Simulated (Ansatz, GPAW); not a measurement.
**Optical response of Ca3SnS (model structure)**

Aim: the dielectric function of Ca3SnS (model structure), and the optical constants that follow from it. The structure is a model built here, which may or may not match a known phase. It was built so: All O replaced by S and Pb replaced by Sn in the Pm-3m structure of Ca3PbO. The cell is first relaxed with Ansatz.

Method: DFT, revPBE, plane-wave PAW (GPAW data sets), scalar-relativistic, RPA, optical limit, in GPAW 26.7.0.

## 1. Starting point

It takes space group Pm-3m (No. 221, cubic). Conventional cell: a = 5.036 Å, b = 5.036 Å, c = 5.036 Å, α = 90.00°, β = 90.00°, γ = 90.00°. Sn has 12 Ca at 3.56 Å nearest. Nearest to Ca lie 2 S at 2.52 Å. Nearest to S lie 6 Ca at 2.52 Å. All O replaced by S and Pb replaced by Sn in the Pm-3m structure of Ca3PbO. Farther neighbours and most contacts between anions are not listed.

## 2. Relaxation

The structure was built or cut out here, so it is relaxed before any spectrum is computed.

This step: DFT, revPBE, plane-wave PAW, default files, scalar-relativistic, relaxation (Ansatz 0.2.0).

input.yaml

```yaml
crystal:
  lattice:
    - [5.03564, 0.0, 0.0]
    - [0.0, 5.03564, 0.0]
    - [0.0, 0.0, 5.03564]
  atoms:
    - { symbol: Sn, position: [0.0, 0.0, 0.0] }
    - { symbol: Ca, position: [0.5, 0.5, 0.0] }
    - { symbol: Ca, position: [0.5, 0.0, 0.5] }
    - { symbol: Ca, position: [0.0, 0.5, 0.5] }
    - { symbol: S, position: [0.5, 0.5, 0.5] }
kpoints:
  mp_grid: { grid: [5, 5, 5] }
scf:
  occupations: { method: fermi_dirac, width: 0.05 }
hamiltonian:
  xc: revpbe
output:
  forces: true
  stress: true
relax:
  f_tol: 0.02
  max_steps: 50
  cell: {}
```

The run is started by

```
$ ansatz run input.yaml --threads 1 --pin off --max-ram 4096MiB --backend cpu --events-out ev --progress --plain --runs-dir out
```

Numbers of over 12 decimals in the logs are rounded to 6 here.

Output:

```text
Engine: ansatz 0.2.0, aarch64-unknown-linux-gnu
Pseudopotentials: kind: paw
Pseudopotential: Sn, paw, valence charge 14, recommended cutoff 420 eV (normal), Sn.paw.azcp
Pseudopotential: Ca, paw, valence charge 10, recommended cutoff 420 eV (normal), Ca.paw.azcp
Pseudopotential: S, paw, valence charge 6, recommended cutoff 420 eV (normal), S.paw.azcp
Functional definition: revPBE
  parameter kappa = 1.245
  parameter beta = 0.066725
  exchange = pbe_x(kappa = kappa, mu = beta*pi^2/3)
  correlation = pbe_c(beta = beta)
Crystal: 5 atoms, lattice volume = 127.692 Å³
Basis set: ecut = 420 eV, 2517 PW (Γ), exchange–correlation on 72×72×72 points (8 copies of the dense FFT grid, shifted against one another)
Bands: 30, of which v1, the nominal top of the filled ones, is band 25 counted from 1 (24 counted from 0)
Symmetry: 48 space group operations
Space group: Pm-3m (ITA 221), of the structure as read, at distance tolerance 5.0e-5 Å
k-points: 10 of 125
Non-local potential: Sn, projectors of the file, l = 0: 2, l = 1: 2, l = 2: 2, l = 3: 2
Non-local potential: Ca, projectors of the file, l = 0: 3, l = 1: 2, l = 2: 2
Non-local potential: S, projectors of the file, l = 0: 2, l = 1: 2, l = 2: 2
PAW form: soft (Blöchl's): semilocal exchange-correlation on the pseudo side does not see the compensation charge
PAW frozen core: Sn, regenerated for the run's functional, and the local potential with it (the file was generated under x = pbe(κ = 0.804, μ = 0.219515), c = pbe(β = 0.066725))
PAW frozen core: Ca, regenerated for the run's functional, and the local potential with it (the file was generated under x = pbe(κ = 0.804, μ = 0.219515), c = pbe(β = 0.066725))
PAW frozen core: S, regenerated for the run's functional, and the local potential with it (the file was generated under x = pbe(κ = 0.804, μ = 0.219515), c = pbe(β = 0.066725))
PAW one-centre angular grid: Sn, 590 points (default); XC on 64 Gauss nodes
PAW one-centre angular grid: Ca, 110 points (default); XC on 64 Gauss nodes
PAW one-centre angular grid: S, 110 points (default); XC on 64 Gauss nodes
Initial density: superposition of atomic densities (neutral atoms: chi_scale 0, normalization atom), corrected by the library's trained network
Initial wavefunctions: pseudopotential atomic-orbital guess
Functional: x = revpbe(κ = 1.245, μ = 0.219515), c = pbe(β = 0.066725)
SCF iter   1: F=—  HF=-12399.550216 eV  |F-HF|=—  |Δ(HF+E_count)|=         —  Δρ=2.12e-3  dr2=1.06e-2  ethr=1.77e-3  ⟨swp⟩=11.1  Hψ=3740  notcnv=0  defer=5
automatic band count: the SCF goes on with 35 bands, as 30 were too few: the levels above may hold too much charge
preconditioner: auto → Resta (q_TF=auto, 2.334 Å⁻¹)  ε∞=4.9  [insulator: Δε(μ)=0.653 eV  Ē_g=6.207 eV  σ=0.050 eV  W_gap=0.57  n_scr=26 (ndim 8)  ℏωp=12.3 eV  f_vac=0.000  D(μ)=0.67/eV (n_scr^D=0)  ε∞_Penn≈4.9]
SCF iter   2: F=—  HF=-12399.548445 eV  |F-HF|=—  |Δ(HF+E_count)|=   1.77e-3  Δρ=1.15e-3  dr2=2.92e-3  ethr=2.12e-5  ⟨swp⟩=2.0  Hψ=510  notcnv=0  defer=8
SCF iter   3: F=—  HF=-12399.548435 eV  |F-HF|=—  |Δ(HF+E_count)|=   1.01e-5  Δρ=3.94e-4  dr2=2.66e-4  ethr=5.84e-6  ⟨swp⟩=2.0  Hψ=407  notcnv=0  defer=9
SCF iter   4: F=—  HF=-12399.548408 eV  |F-HF|=—  |Δ(HF+E_count)|=   2.75e-5  Δρ=1.25e-4  dr2=2.93e-5  ethr=5.32e-7  ⟨swp⟩=2.0  Hψ=459  notcnv=0  defer=9
SCF iter   5: F=—  HF=-12399.548333 eV  |F-HF|=—  |Δ(HF+E_count)|=   7.50e-5  Δρ=2.90e-5  dr2=1.24e-6  ethr=5.86e-8  ⟨swp⟩=2.0  Hψ=552  notcnv=0  defer=9
SCF iter   6: F=—  HF=-12399.548333 eV  |F-HF|=—  |Δ(HF+E_count)|=   1.51e-7  Δρ=8.93e-6  dr2=1.06e-7  ethr=2.49e-9  ⟨swp⟩=2.2  Hψ=438  notcnv=0  defer=9
SCF iter   7: F=-12399.548333 eV  HF=-12399.548333 eV  |F-HF|=5.46e-11  |Δ(HF+E_count)|=   3.96e-8  Δρ=1.94e-6  dr2=5.12e-9  ethr=2.00e-10  ⟨swp⟩=4.2  Hψ=981  notcnv=0
SCF 1 converged in 7 iterations: F = -12399.548333 eV  dr2 = 5.12e-9
  greatest PAW one-centre occupation: 0.995 electrons in one spin orbital (limit 2), on the Ca atom at site 2 (counted from 0), in its partial waves of l = 0
relax step   1: F+E_penalty+E_count = -12399.54833275 eV  Δ(F+E_penalty+E_count) = +0.000e0 eV  max|allowed force component| = 3.455e-29 eV/Å  Δτ_max = 0.0000 Å  P = +10.037 GPa  Ω = 127.692 Å³  (7 SCF iters, dr2 threshold 1.00e-7 eV, accepted)
Crystal: 5 atoms, lattice volume = 147.292 Å³
Basis set: ecut = 420 eV, 2897 PW (Γ), exchange–correlation on 72×72×72 points (8 copies of the dense FFT grid, shifted against one another)
Bands: 35, of which v1, the nominal top of the filled ones, is band 25 counted from 1 (24 counted from 0)
Initial density: handed on by an earlier stage of this run
Initial wavefunctions: those handed on with the density
iter 1 solved again at ethr=4.99e-4 eV; its pass at ethr=3.10e-3 eV (dr2=2.50e-1 eV) is discarded
SCF iter   1: F=—  HF=-12400.283445 eV  |F-HF|=—  |Δ(HF+E_count)|=         —  Δρ=6.36e-3  dr2=2.52e-1  ethr=4.99e-4  ⟨swp⟩=1.2  Hψ=2110  notcnv=0
preconditioner: auto → Resta (q_TF=auto, 2.279 Å⁻¹)  ε∞=4.8  [insulator: Δε(μ)=0.271 eV  Ē_g=5.901 eV  σ=0.050 eV  W_gap=0.87  n_scr=26 (ndim 8)  ℏωp=11.4 eV  f_vac=0.000  D(μ)=0.09/eV (n_scr^D=0)  ε∞_Penn≈4.8]
SCF iter   2: F=—  HF=-12400.220058 eV  |F-HF|=—  |Δ(HF+E_count)|=   6.34e-2  Δρ=2.82e-3  dr2=3.90e-2  ethr=4.99e-4  ⟨swp⟩=3.0  Hψ=492  notcnv=0
SCF iter   3: F=—  HF=-12400.212377 eV  |F-HF|=—  |Δ(HF+E_count)|=   7.68e-3  Δρ=1.02e-3  dr2=1.97e-3  ethr=7.80e-5  ⟨swp⟩=2.1  Hψ=537  notcnv=0  defer=20
SCF iter   4: F=—  HF=-12400.213144 eV  |F-HF|=—  |Δ(HF+E_count)|=   7.67e-4  Δρ=3.22e-4  dr2=2.57e-4  ethr=3.95e-6  ⟨swp⟩=2.0  Hψ=400  notcnv=0  defer=20
SCF iter   5: F=—  HF=-12400.212852 eV  |F-HF|=—  |Δ(HF+E_count)|=   2.92e-4  Δρ=4.22e-5  dr2=3.82e-6  ethr=5.13e-7  ⟨swp⟩=2.8  Hψ=558  notcnv=0  defer=20
SCF iter   6: F=-12400.212853 eV  HF=-12400.212853 eV  |F-HF|=2.36e-7  |Δ(HF+E_count)|=   9.72e-7  Δρ=1.68e-5  dr2=4.15e-7  ethr=1.00e-9  ⟨swp⟩=5.0  Hψ=1201  notcnv=0
SCF 2 converged in 6 iterations: F = -12400.212853 eV  dr2 = 4.15e-7
relax step   2: F+E_penalty+E_count = -12400.21285299 eV  Δ(F+E_penalty+E_count) = -6.645e-1 eV  max|allowed force component| = 9.427e-30 eV/Å  Δτ_max = 0.0000 Å  P = +1.770 GPa  Ω = 147.292 Å³  energy of the carried Pulay correction = -1.381e-3 eV  (6 SCF iters, dr2 threshold 5.00e-7 eV, accepted)
Crystal: 5 atoms, lattice volume = 152.290 Å³
Basis set: ecut = 420 eV, 2945 PW (Γ), exchange–correlation on 72×72×72 points (8 copies of the dense FFT grid, shifted against one another)
iter 1 solved again at ethr=1.99e-5 eV; its pass at ethr=3.10e-3 eV (dr2=9.95e-3 eV) is discarded
SCF iter   1: F=—  HF=-12400.248967 eV  |F-HF|=—  |Δ(HF+E_count)|=         —  Δρ=1.31e-3  dr2=1.03e-2  ethr=1.99e-5  ⟨swp⟩=1.1  Hψ=1922  notcnv=0
preconditioner: auto → Resta (q_TF=auto, 2.266 Å⁻¹)  ε∞=4.9  [insulator: Δε(μ)=0.115 eV  Ē_g=5.728 eV  σ=0.050 eV  W_gap=0.52  n_scr=26 (ndim 8)  ℏωp=11.3 eV  f_vac=0.000  D(μ)=0.31/eV (n_scr^D=0)  ε∞_Penn≈4.9]
SCF iter   2: F=—  HF=-12400.246421 eV  |F-HF|=—  |Δ(HF+E_count)|=   2.55e-3  Δρ=5.93e-4  dr2=1.44e-3  ethr=1.99e-5  ⟨swp⟩=2.0  Hψ=448  notcnv=0
preconditioner: auto → Kerker (q_TF=auto, 2.266 Å⁻¹)  [metal: Δε(μ)=0.085 eV  Ē_g=5.710 eV  σ=0.050 eV  W_gap=0.40  n_scr=26 (ndim 8)  ℏωp=11.3 eV  f_vac=0.000  D(μ)=0.37/eV (n_scr^D=0)]
SCF iter   3: F=—  HF=-12400.246202 eV  |F-HF|=—  |Δ(HF+E_count)|=   2.19e-4  Δρ=2.36e-4  dr2=1.12e-4  ethr=2.89e-6  ⟨swp⟩=2.0  Hψ=382  notcnv=0
SCF iter   4: F=—  HF=-12400.245821 eV  |F-HF|=—  |Δ(HF+E_count)|=   3.81e-4  Δρ=8.47e-5  dr2=2.26e-5  ethr=2.24e-7  ⟨swp⟩=2.1  Hψ=437  notcnv=0
SCF iter   5: F=—  HF=-12400.245826 eV  |F-HF|=—  |Δ(HF+E_count)|=   4.12e-6  Δρ=1.36e-5  dr2=5.89e-7  ethr=4.52e-8  ⟨swp⟩=3.0  Hψ=572  notcnv=0
SCF iter   6: F=-12400.245825 eV  HF=-12400.245825 eV  |F-HF|=1.57e-8  |Δ(HF+E_count)|=   2.96e-8  Δρ=7.00e-6  dr2=1.25e-7  ethr=1.00e-9  ⟨swp⟩=4.3  Hψ=963  notcnv=0
SCF 3 converged in 6 iterations: F = -12400.245825 eV  dr2 = 1.25e-7
relax step   3: F+E_penalty+E_count = -12400.24582549 eV  Δ(F+E_penalty+E_count) = -3.297e-2 eV  max|allowed force component| = 1.495e-29 eV/Å  Δτ_max = 0.0000 Å  P = +0.403 GPa  Ω = 152.290 Å³  energy of the carried Pulay correction = -1.702e-3 eV  (6 SCF iters, dr2 threshold 5.00e-7 eV, accepted)
[...]
relax step   4: F+E_penalty+E_count = -12400.24776550 eV  Δ(F+E_penalty+E_count) = -1.940e-3 eV  max|allowed force component| = 9.682e-29 eV/Å  Δτ_max = 0.0000 Å  P = +0.026 GPa  Ω = 153.827 Å³  energy of the carried Pulay correction = -1.799e-3 eV  (5 SCF iters, dr2 threshold 4.05e-7 eV, accepted)
Initial wavefunctions: pseudopotential atomic-orbital guess (no wavefunctions were taken with the density)
iter 1 solved again at ethr=4.65e-7 eV; its pass at ethr=3.10e-3 eV (dr2=2.32e-4 eV) is discarded
SCF iter   1: F=—  HF=-12400.250159 eV  |F-HF|=—  |Δ(HF+E_count)|=         —  Δρ=1.58e-4  dr2=5.10e-6  ethr=4.65e-7  ⟨swp⟩=3.4  Hψ=2934  notcnv=0
preconditioner: auto → Kerker (q_TF=auto, 2.262 Å⁻¹)  [metal: Δε(μ)=0.075 eV  Ē_g=5.673 eV  σ=0.050 eV  W_gap=0.35  n_scr=26 (ndim 8)  ℏωp=11.2 eV  f_vac=0.000  D(μ)=0.39/eV (n_scr^D=0)]
SCF iter   2: F=—  HF=-12400.249738 eV  |F-HF|=—  |Δ(HF+E_count)|=   4.21e-4  Δρ=8.22e-5  dr2=1.41e-6  ethr=1.02e-8  ⟨swp⟩=2.0  Hψ=602  notcnv=0
SCF iter   3: F=—  HF=-12400.249742 eV  |F-HF|=—  |Δ(HF+E_count)|=   3.96e-6  Δρ=9.27e-6  dr2=6.29e-8  ethr=2.81e-9  ⟨swp⟩=2.0  Hψ=600  notcnv=0
SCF iter   4: F=—  HF=-12400.249742 eV  |F-HF|=—  |Δ(HF+E_count)|=   4.01e-8  Δρ=2.26e-6  dr2=1.74e-8  ethr=1.26e-10  ⟨swp⟩=2.4  Hψ=612  notcnv=0
SCF iter   5: F=—  HF=-12400.249742 eV  |F-HF|=—  |Δ(HF+E_count)|=  2.69e-10  Δρ=7.27e-7  dr2=2.24e-9  ethr=3.47e-11  ⟨swp⟩=1.9  Hψ=417  notcnv=0
SCF iter   6: F=-12400.249742 eV  HF=-12400.249742 eV  |F-HF|=9.09e-12  |Δ(HF+E_count)|=  1.89e-10  Δρ=9.73e-8  dr2=1.80e-11  ethr=1.00e-12  ⟨swp⟩=3.9  Hψ=1348  notcnv=0
SCF 5 converged in 6 iterations: F = -12400.249742 eV  dr2 = 1.80e-11
relax step   5: F+E_penalty+E_count = -12400.24974183 eV  Δ(F+E_penalty+E_count) = -1.976e-3 eV  max|allowed force component| = 2.051e-29 eV/Å  Δτ_max = 0.0000 Å  P = +0.031 GPa  Ω = 153.827 Å³  stress off target by 3.15e-2 GPa  SCF on the basis re-selected at this cell (its energy is not comparable with the rows above)  (6 SCF iters)
basis re-selected at this cell: Δ(F+E_penalty+E_count) = -1.976e-3 eV, ΔP = +0.006 GPa vs the last step (what re-selecting the basis moved, of the pressure what is left beyond the Pulay correction that the steps carried, after the strain that the cell walked since its last selection, with what the two solves' SCF thresholds leave and, on support functions, any second-order correction that the steps lacked; it is no m [...]
SCF converged after 6 iterations
Free energy (F): -12400.249742 eV
Harris-Foulkes:  -12400.249742 eV  (|F-HF|=9.09e-12)
Internal energy: -12400.246572 eV  (E = F + TS)
E sigma→0 (E₀):  -12400.248157 eV
Entropy (-TS):   -0.003170 eV (-0.634 meV/atom)
Fermi energy:    7.382749 eV
--- Per-component energies (eV) ---
  E_band       = -589.357529
  E_kinetic    = 1128.269006
  E_local      = -3563.913089  (includes V_loc(G=0)·N_el)
  E_nonlocal   = 183.513610
  E_hartree    = 1457.476904
  E_xc         = -893.069839
  E_vxc        = -696.756938  (∫ρ·V_xc dr)
  E_paw        = -7329.526061  (= ΣΔE_a)
  E_vpaw       = -555.424079  (= ΣTr[D̂ρ^β])
  E_aug_tail   = -0.000019  (compensation charges beyond the density's cutoff)
  E_ewald      = -3382.876364
  E_core_change = -0.120720  (= ΣΔE_core)
  E_smearing   = -0.003170  (= −TS)
  E_closure    = 0.000000  (closes the sum)
  Σ components = -12400.249742   (vs F -12400.249742, Δ=0.00e0)
--- Forces (eV/Å), atoms counted from 1 ---
  atom   1  Sn    -0.00000000     0.00000000    -0.00000000
  atom   2  Ca    -0.00000000    -0.00000000     0.00000000
  atom   3  Ca     0.00000000     0.00000000     0.00000000
  atom   4  Ca     0.00000000    -0.00000000     0.00000000
  atom   5  S      0.00000000    -0.00000000    -0.00000000
  max |Σ_I F_I| component: 7.13e-29 eV/Å
--- Stress (GPa, compression-positive) ---
        0.031474       0.000000       0.000000
        0.000000       0.031474      -0.000000
        0.000000      -0.000000       0.031474
  P = ⅓ Tr σ = 0.0315 GPa (0.315 kbar)
--- Relaxed structure (4 steps of the walk, 4 accepted, 1 SCFs on fresh bases) ---
  F+E_penalty+E_count = -12400.24974183 eV   max|allowed force component| = 2.051e-29 eV/Å   (the final SCF, on the basis selected at the relaxed cell)
  cell:  # Å, volume = 153.8272 Å³
    - [5.358103, 0, 0]
    - [0, 5.358103, 0]
    - [0, 0, 5.358103]
  atoms:
    - { symbol: Sn, position: [0, 0, 0] }
    - { symbol: Ca, position: [0.500000, 0.500000, 0] }
    - { symbol: Ca, position: [0.500000, 0, 0.500000] }
    - { symbol: Ca, position: [0, 0.500000, 0.500000] }
    - { symbol: S, position: [0.500000, 0.500000, 0.500000] }
```

Elapsed: 11 s, on 1 thread of Arm Neoverse V2, shared host; peak memory 0.39 GiB.

The steps of the relaxation:

| step | energy less that of the first step (eV) | largest force component (eV/Å) | pressure (GPa) | volume (Å³) |
| --- | --- | --- | --- | --- |
| 1 | 0.0000 | 0.0000 | 10.04 | 127.69 |
| 2 | -0.6645 | 0.0000 | 1.77 | 147.29 |
| 3 | -0.6975 | 0.0000 | 0.40 | 152.29 |
| 4 | -0.6994 | 0.0000 | 0.03 | 153.83 |
| 5* | -0.7014 | 0.0000 | 0.03 | 153.83 |

Relaxation steps marked * repeat the geometry before them on a plane-wave basis chosen anew for their cell, so energy and pressure can jump there.

Forces are held to the 48 operations that the run works with; a distortion that breaks them can't arise in this run.

| conventional cell, symmetrised | before | after | change |
| --- | --- | --- | --- |
| a (Å) | 5.036 | 5.358 | +6.4 % |
| b (Å) | 5.036 | 5.358 | +6.4 % |
| c (Å) | 5.036 | 5.358 | +6.4 % |
| volume (Å³/atom) | 25.54 | 30.77 | +20.5 % |

Final coordinates:

```xyz
5
Lattice="5.3581 0.0000 0.0000 0.0000 5.3581 0.0000 0.0000 0.0000 5.3581" Properties=species:S:1:pos:R:3 pbc="T T T"
Sn    0.0000    0.0000    0.0000
Ca    2.6791    2.6791    0.0000
Ca    2.6791    0.0000    2.6791
Ca    0.0000    2.6791    2.6791
S     2.6791    2.6791    2.6791
```

The relaxation ends with a pressure of 0.03 GPa.

[end of part 1 of 3]

[Machine, clock and banner lines and Python warnings are left out of the logs.]

[Logs are printed without paths, hosts, clocks, repeated set-up lines and the standing remarks that a program may print on its own settings, such as how far it seeks lower states.]

[Hosts, paths, dates, database ids (printed as entryN), source tags and the programs' standing remarks are cut or masked in the printed files.]
